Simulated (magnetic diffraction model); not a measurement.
# Magnetic neutron pattern of CrAgBiS₄

Space group P2_1 (no. 4), a = 6.0790 Å, b = 13.2270 Å, c = 8.0980 Å, β = 90.79°.

| site | atom | x | y | z |
| --- | --- | --- | --- | --- |
| 2a | Bi | 0.1602 | 0.3939 | 0.4697 |
| 2a | Bi | 0.6527 | 0.7045 | 0.0152 |
| 2a | Ag | 0.7793 | 0.2867 | 0.2283 |
| 2a | Ag | 0.2769 | 0.8044 | 0.2728 |
| 2a | Cr | 0.1877 | 0.5154 | 0.0014 |
| 2a | Cr | 0.7087 | 0.5796 | 0.4922 |
| 2a | S | 0.9910 | 0.9672 | 0.3327 |
| 2a | S | 0.4719 | 0.4041 | 0.4904 |
| 2a | S | 0.9558 | 0.7440 | 0.5059 |
| 2a | S | 0.0254 | 0.4453 | 0.2769 |
| 2a | S | 0.5121 | 0.6434 | 0.2176 |
| 2a | S | 0.5076 | 0.1389 | 0.1683 |
| 2a | S | 0.9645 | 0.6887 | 0.0031 |
| 2a | S | 0.5534 | 0.8523 | 0.0314 |

This is a made-up structure (elements placed in a structure type, unrelaxed), so the numbers test the method and describe no known phase.

Only Cr is taken to order (form factors of Cr4+); orders and moment sizes are assumed, and not adapted to the symmetry. Radiation: neutrons of λ = 2.567 Å, 5° to 30°; isotropic B of 0.13 Å² (Bi), 0.14 Å² (Ag), 0.17 Å² (Cr) and 0.18 Å² (S). The intensities are simulated: I ∝ L Σ (|F_N|² + |F_M⊥|²) for unpolarised neutrons, with F_M = 2.695 fm/μB × Σ f(s) S exp(2πi Q·r) exp(−B s²) at Q = H ± k (one set where k and −k are equivalent), only the part normal to Q counting and L = 1/(sin²θ cos θ). For collinear order S is the moment m, which repeats by lattice and centring translations R with the sign exp(−2πi k·R). Form factors are spin-only for 3d ions and dipole or tabulated for f ions, scattering lengths are Sears's of 1992, and absorption is left out. A label names one of the reflections at its angle. The strongest nuclear line in the range is 100, and lines under 0.2 are left out.

Assume the order k = (0 1/2 0), collinear moments along [010], 1.55 μB on Cr; signs + at (0.1877, 0.5154, 0.0014), + at (0.8123, 0.0154, 0.9986), − at (0.7087, 0.5796, 0.4922), − at (0.2913, 0.0796, 0.5078).

Predict the pattern, nuclear and magnetic parts apart.

```
2θ (°)      index  nuclear  magnetic
 19.08  (0 1/2 1)      0.0      19.3
 21.42    (0 1 1)      0.8       0.0
 22.38    (0 2 0)     38.2       0.0
 24.86  (0 3/2 1)      0.0       6.0
 25.03  (1 1/2 0)      0.0      11.2
 26.88    (1 1 0)      6.7       0.0
 29.02    (0 2 1)    100.0       0.0
 29.72  (1 3/2 0)      0.0       5.0
```

The strongest magnetic line in the range is (0 1/2 1) at 19.08° (19.3). On top of the Lorentz factor, which all lines share, magnetic lines fade with angle because f falls: for Cr4+ it is 0.91, 0.70, 0.47 and 0.14 at sin θ/λ = 0.1, 0.2, 0.3 and 0.5 Å⁻¹, while nuclear lengths stay constant. The order has no net moment.

[Logs are printed without paths, hosts, clocks, repeated set-up lines and the standing remarks that a program may print on its own settings, such as how far it seeks lower states.]
